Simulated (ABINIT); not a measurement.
# LiCdH3 (Pm-3m): zone-centre phonons

Which modes does LiCdH3 (Pm-3m) have at the zone centre?

Main program and level: ABINIT 10.8.3; DFT PBEsol, scalar-relativistic, plane waves, PseudoDojo norm-conserving pseudopotentials.

Report form: the programs' logs are mostly left out.

The structure was built from a prototype and need not be the compound's stable phase.

### 1. The starting structure

The structure is cubic, space group Pm-3m (No. 221). Conventional cell: a = 4.508 Å, b = 4.508 Å, c = 4.508 Å, α = 90.00°, β = 90.00°, γ = 90.00°. Li has 12 H at 3.19 Å nearest. Cd has 6 H at 2.25 Å nearest. H has 2 Cd at 2.25 Å nearest. Farther neighbours are not listed.

Structure file:

```cif
data_structure
_symmetry_space_group_name_H-M 'Pm-3m'
_symmetry_Int_Tables_number 221
_cell_length_a 4.5080
_cell_length_b 4.5080
_cell_length_c 4.5080
_cell_angle_alpha 90.000
_cell_angle_beta 90.000
_cell_angle_gamma 90.000
_cell_volume 91.61
loop_
_atom_site_label
_atom_site_type_symbol
_atom_site_symmetry_multiplicity
_atom_site_Wyckoff_symbol
_atom_site_fract_x
_atom_site_fract_y
_atom_site_fract_z
_atom_site_occupancy
Li1 Li 1 a 0.00000 0.00000 0.00000 1
Cd1 Cd 1 b 0.50000 0.50000 0.50000 1
H1 H 3 c 0.50000 0.50000 0.00000 1
```

### 2. A first look

A first run with smearing and empty bands tells whether the crystal has a gap, which decides between fixed occupations and smearing later on.

Contents of probe.abi:

```
# ground state
tolvrs 1.0d-08
prtden 1
prtwf 1

# basis, mesh and filling
ecut 57.0
ecutsm 3.0
ngkpt 4 4 4
nshiftk 1
shiftk 0.0 0.0 0.0
istwfk *1
occopt 7
tsmear 0.005
nband 20
nstep 100
diemac 9.0
prtebands 0
prtgsr 0
useylm 1

# cell and atoms
acell 8.51888537 8.51888537 8.51888537
rprim 
    1.0 0.0 0.0
    0.0 1.0 0.0
    0.0 0.0 1.0
ntypat 3
znucl 3 48 1
natom 5
typat 1 2 3 3 3
xred 
    0.0 0.0 0.0
    0.5 0.5 0.5
    0.5 0.5 0.0
    0.5 0.0 0.5
    0.0 0.5 0.5
pp_dirpath "./pseudo"
pseudos "Li.upf, Cd.upf, H.upf"
```

Started as:

```
> OMP_NUM_THREADS=1 mpirun -n 4 abinit probe.abi > probe.log
```

Elapsed: 32 s, on 4 MPI ranks of Arm Neoverse V2, shared host.

Read from the output:

```
volume per atom   : 18.32 Å³
pressure          : -8.475 GPa
gap on the k-mesh : 0 eV
```

No gap opens on this mesh, so smearing is kept.

### 3. Rough relaxation

The typed start is rough, so a first relaxation with smearing and loose thresholds takes it towards rest cheaply.

Contents of prerelax.abi:

```
# relaxation
ionmov 2
optcell 2
dilatmx 1.15
chkdilatmx 0
ntime 40
tolmxf 3.0d-04
tolvrs 1.0d-10
prtwf 0
prtden 0
chksymtnons 0

# basis, mesh and filling
ecut 45.6
ecutsm 3.0
ngkpt 4 4 4
nshiftk 1
shiftk 0.0 0.0 0.0
istwfk *1
occopt 7
tsmear 0.005
nband 20
nstep 100
diemac 1000000.0
prtebands 0
prtgsr 0
useylm 1

# cell and atoms
acell 8.51888537 8.51888537 8.51888537
rprim 
    1.0 0.0 0.0
    0.0 1.0 0.0
    0.0 0.0 1.0
ntypat 3
znucl 3 48 1
natom 5
typat 1 2 3 3 3
xred 
    0.0 0.0 0.0
    0.5 0.5 0.5
    0.5 0.5 0.0
    0.5 0.0 0.5
    0.0 0.5 0.5
pp_dirpath "./pseudo"
pseudos "Li.upf, Cd.upf, H.upf"
```

Started as:

```
> OMP_NUM_THREADS=1 mpirun -n 4 abinit prerelax.abi > prerelax.log
```

Wall time 3.4 min (4 MPI ranks); 13 min of CPU time.

Relaxation path:

| step | energy less that of the first step (eV) | largest force (eV/Å) | volume (Å³) |
| --- | --- | --- | --- |
| 1 | 0.0000 | 0.0000 | 91.61 |
| 2 | -0.1241 | 0.0000 | 89.26 |
| 3 | 0.7228 | 0.0000 | 38.01 |
| 4 | -1.0187 | 0.0000 | 70.13 |
| 5 | -1.2230 | 0.0000 | 62.74 |
| 6 | -1.2592 | 0.0000 | 57.57 |
| 7 | -1.2615 | 0.0000 | 58.62 |

| cell as run | before | after | change |
| --- | --- | --- | --- |
| a (Å) | 4.508 | 3.885 | -13.8 % |
| b (Å) | 4.508 | 3.885 | -13.8 % |
| c (Å) | 4.508 | 3.885 | -13.8 % |
| volume (Å³/atom) | 18.32 | 11.72 | -36.0 % |

Final coordinates:

```xyz
5
Lattice="3.8846 0.0000 0.0000 0.0000 3.8846 0.0000 0.0000 0.0000 3.8846" Properties=species:S:1:pos:R:3 pbc="T T T"
Li    0.0000    0.0000    0.0000
Cd    1.9423    1.9423    1.9423
H     1.9423    1.9423    0.0000
H     1.9423    0.0000    1.9423
H     0.0000    1.9423    1.9423
```

Read from the output:

| Property | Result |
| --- | --- |
| volume per atom | 11.72 Å³ |
| pressure | -0.06588 GPa |

The volume changes by -36.0 % in this run and stands -36.0 % from the first cell.

### 4. Rough relaxation

The cell changed much, so the rough relaxation is repeated on a basis made for the new cell.

prerelax.abi: that of step 3 with these lines changed.

```diff
@@ -29,3 +29,3 @@
 # cell and atoms
-acell 8.51888537 8.51888537 8.51888537
+acell 7.340873319 7.340873319 7.340873319
 rprim
```

Elapsed: 21 s, on 4 MPI ranks.

Little changed from the start: no atom moved by 0.005 Å and no cell edge by 0.1 %.

Read from the output:

| Item | Value |
| --- | --- |
| pressure | -0.06592 GPa |

The volume changes by +0.0 % in this run and stands -36.0 % from the first cell.

### 5. Relaxing the cell and atoms

The harmonic expansion needs vanishing forces, and a free crystal bears no stress, so cell and atoms are brought to rest. Stress is more sensitive to the basis than forces are: the last 3 Ha under the cutoff are smoothed with ecutsm.

relax.abi, as its differences from prerelax.abi of step 4:

```diff
@@ -3,7 +3,6 @@
 optcell 2
-dilatmx 1.15
-chkdilatmx 0
+dilatmx 1.08
 ntime 40
-tolmxf 3.0d-04
-tolvrs 1.0d-10
+tolmxf 1.0d-05
+tolvrs 1.0d-14
 prtwf 0
@@ -13,5 +12,5 @@
 # basis, mesh and filling
-ecut 45.6
+ecut 57.0
 ecutsm 3.0
-ngkpt 4 4 4
+ngkpt 6 6 6
 nshiftk 1
@@ -19,4 +18,4 @@
 istwfk *1
-occopt 7
-tsmear 0.005
+occopt 6
+tsmear 0.01
 nband 20
```

Started as:

```
> OMP_NUM_THREADS=1 mpirun -n 4 abinit relax.abi > relax.log
```

Run time: 2.4 min. Hardware: 4 MPI ranks; 9.7 min of CPU time.

Relaxation path:

| step | energy less that of the first step (eV) | largest force (eV/Å) | volume (Å³) |
| --- | --- | --- | --- |
| 1 | 0.0000 | 0.0000 | 58.62 |
| 2 | -0.0002 | 0.0000 | 58.54 |
| 3 | -0.0008 | 0.0000 | 58.05 |
| 4 | -0.0008 | 0.0000 | 58.06 |

| conventional cell, symmetrised | before | after | change |
| --- | --- | --- | --- |
| a (Å) | 3.885 | 3.872 | -0.3 % |
| b (Å) | 3.885 | 3.872 | -0.3 % |
| c (Å) | 3.885 | 3.872 | -0.3 % |
| volume (Å³/atom) | 11.72 | 11.61 | -1.0 % |

Numbers from this step:

```
volume per atom : 11.61 Å³
pressure        : -3.87e-5 GPa
```

The volume changes by -1.0 % in this run and stands -36.6 % from the first cell.

### 6. Self-consistent run for the response

First-order wavefunctions inherit every error of the ground state, hence the very tight tolvrs. ecutsm is kept as in the relaxation, so that the cell stays at rest. Smearing stays on, as the first look found no gap above 0.3 eV.

Contents of gs.abi:

```
# ground state
tolvrs 1.0d-16
prtden 1
prtwf 1

# basis, mesh and filling
ecut 57.0
ecutsm 3.0
ngkpt 6 6 6
nshiftk 1
shiftk 0.0 0.0 0.0
istwfk *1
occopt 6
tsmear 0.01
nband 20
nstep 100
diemac 1000000.0
prtebands 0
prtgsr 0
useylm 1

# cell and atoms
acell 7.317287405 7.317287405 7.317287405
rprim 
    1.0 0.0 0.0
    0.0 1.0 0.0
    0.0 0.0 1.0
ntypat 3
znucl 3 48 1
natom 5
typat 1 2 3 3 3
xred 
    0.0 0.0 0.0
    0.5 0.5 0.5
    0.5 0.5 0.0
    0.5 0.0 0.5
    0.0 0.5 0.5
pp_dirpath "./pseudo"
pseudos "Li.upf, Cd.upf, H.upf"
```

Started as:

```
> OMP_NUM_THREADS=1 mpirun -n 4 abinit gs.abi > gs.log
```

Wall time 38 s (4 MPI ranks).

Read from the output:

- pressure: -2.30e-5 GPa

The cell stands at -2.3e-5 GPa, close enough for phonons.

### 7. Zone-centre response

At q = 0 one unit cell holds all displacements. The response is solved for single atoms along the cell's directions, and symmetry skips those that follow from others. The crystal is treated as a metal, which screens a static field, so no field response is asked.

Contents of dfpt_gamma.abi:

```

# common to the responses
getwfk_filepath "gso_WFK"
kptopt 2
nqpt 1
qpt 0.0 0.0 0.0
asr 0
chneut 0

# displacements
rfphon 1
rfatpol 1 5
rfdir 1 1 1
tolvrs 1.0d-10
prtwf 0

# basis, mesh and filling
ecut 57.0
ecutsm 3.0
ngkpt 6 6 6
nshiftk 1
shiftk 0.0 0.0 0.0
istwfk *1
occopt 6
tsmear 0.01
nband 20
nstep 100
diemac 1000000.0
prtebands 0
prtgsr 0
useylm 1

# cell and atoms
acell 7.317287405 7.317287405 7.317287405
rprim 
    1.0 0.0 0.0
    0.0 1.0 0.0
    0.0 0.0 1.0
ntypat 3
znucl 3 48 1
natom 5
typat 1 2 3 3 3
xred 
    0.0 0.0 0.0
    0.5 0.5 0.5
    0.5 0.5 0.0
    0.5 0.0 0.5
    0.0 0.5 0.5
pp_dirpath "./pseudo"
pseudos "Li.upf, Cd.upf, H.upf"
```

Started as:

```
> OMP_NUM_THREADS=1 mpirun -n 4 abinit dfpt_gamma.abi > dfpt_gamma.log
```

Run time: 3.9 min. Hardware: 4 MPI ranks; 16 min of CPU time.

Numbers from this step:

- largest acoustic frequency at the zone centre before the sum rule: 3.89 cm⁻¹
- highest optical zone-centre mode (no LO-TO term): 1345 cm⁻¹
- lowest optical zone-centre mode: -299.5 cm⁻¹

The acoustic modes at Γ come out as far as 3.9 cm⁻¹ from zero, where they should vanish, a small numerical error. The lowest optical mode is imaginary, 299i cm⁻¹, an instability at this level and on this k mesh.

### 8. Zone-centre analysis

anaddb reads the merged derivatives and imposes the acoustic sum rule.

Contents of anaddb.abi:

```
ddb_filepath "gamma_DDB"
output_file "anaddb.abo"
outdata_prefix "anaddb"
asr 1
chneut 1
enunit 2
eivec 1
nph1l 1
qph1l 0.0 0.0 0.0 1.0
```

Contents of mrgddb.in:

```
gamma_DDB
merged
2
dfpt_gammao_DDB
gso_DDB
```

Started as:

```
> mrgddb < mrgddb.in > mrgddb.log
> OMP_NUM_THREADS=1 anaddb anaddb.abi > anaddb.log
```

Wall time 0.57 s (1 thread).

Read from the output:

```yaml
lowest_optical_zone_centre_mode: -299.4 cm⁻¹
```

No LO-TO term; unit eigenvectors of the mass-weighted matrix, from anaddb's displacements. The modes at Γ (shares of kinetic energy by element, %) (negative means imaginary):

| mode | frequency (cm⁻¹) | symmetry | Li % | Cd % | H % |
| --- | --- | --- | --- | --- | --- |
| 1 | -299.4 | T1u | 50 | 0 | 49 |
| 2 | -299.4 | T1u | 50 | 0 | 49 |
| 3 | -299.4 | T1u | 50 | 0 | 49 |
| 4 | 0.0 | acoustic | 6 | 92 | 2 |
| 5 | 0.0 | acoustic | 6 | 92 | 2 |
| 6 | 0.0 | acoustic | 6 | 92 | 2 |
| 7 | 219.6 | T1u | 44 | 7 | 49 |
| 8 | 219.6 | T1u | 44 | 7 | 49 |
| 9 | 219.6 | T1u | 44 | 7 | 49 |
| 10 | 255.9 | T2u | 0 | 0 | 100 |
| 11 | 255.9 | T2u | 0 | 0 | 100 |
| 12 | 255.9 | T2u | 0 | 0 | 100 |
| 13 | 1344.8 | T1u | 0 | 0 | 100 |
| 14 | 1344.8 | T1u | 0 | 0 | 100 |
| 15 | 1344.8 | T1u | 0 | 0 | 100 |

Displacements in mode 1 (-299.4 cm⁻¹), the largest set to 1:
```
Li1  0.00  0.00  0.57
Cd2  0.00  0.00 -0.01
H3   0.00  0.00 -0.40
H4   0.00  0.00 -1.00
H5   0.00  0.00 -1.00
```

Displacements in mode 13 (1344.8 cm⁻¹), the largest set to 1:
```
Li1  0.00  0.00  0.00
Cd2  0.00  0.00  0.01
H3   0.00  0.00 -1.00
H4   0.00  0.00  0.20
H5   0.00  0.00  0.20
```

The rule moves no optical mode by more than 0.1 cm⁻¹.

### 9. Sum rules set otherwise (asr 0)

Without the rule the raw error of the acoustic modes shows.

anaddb.abi: that of step 8 with these lines changed.

```diff
@@ -3,4 +3,4 @@
 outdata_prefix "anaddb"
-asr 1
-chneut 1
+asr 0
+chneut 0
 enunit 2
```

mrgddb.in is that of step 8.

It took 0.52 s on 1 thread.

Read from the output:

- lowest optical zone-centre mode: -299.5 cm⁻¹

Zone-centre frequencies as printed; negative means imaginary. Modes:

| mode | frequency (cm⁻¹) |
| --- | --- |
| 1 | -299.5 |
| 2 | -299.5 |
| 3 | -299.5 |
| 4 | 3.89 |
| 5 | 3.89 |
| 6 | 3.89 |
| 7 | 219.6 |
| 8 | 219.6 |
| 9 | 219.6 |
| 10 | 255.8 |
| 11 | 255.8 |
| 12 | 255.8 |
| 13 | 1345 |
| 14 | 1345 |
| 15 | 1345 |

### 10. What came out

* space group after relaxation: Pm-3m
* volume per atom: 11.6 Å³
* highest optical zone-centre mode (no LO-TO term): 1345 cm⁻¹
* lowest optical zone-centre mode: -299.4 cm⁻¹
* imaginary optical modes at the zone centre (no q mesh in this session): yes

At the PBEsol level the optical modes of LiCdH3 (Pm-3m) at the zone centre run from 299i to 1345 cm⁻¹, so the structure is a saddle point, with 3 modes beyond 10i cm⁻¹ there. These are harmonic frequencies at zero temperature: anharmonic shifts and linewidths and thermal expansion are left out. In a metal the frequencies hang on the k mesh and the smearing, most of all near Kohn anomalies. The structure is a hypothetical one, built on a prototype.

[Host names and launcher messages were left out of these logs when they were recorded.]

[Logs are printed without paths, hosts, clocks, repeated set-up lines and the standing remarks that a program may print on its own settings, such as how far it seeks lower states.]

[Hosts, paths, dates, database ids (printed as entryN), source tags and the programs' standing remarks are cut or masked in the printed files.]
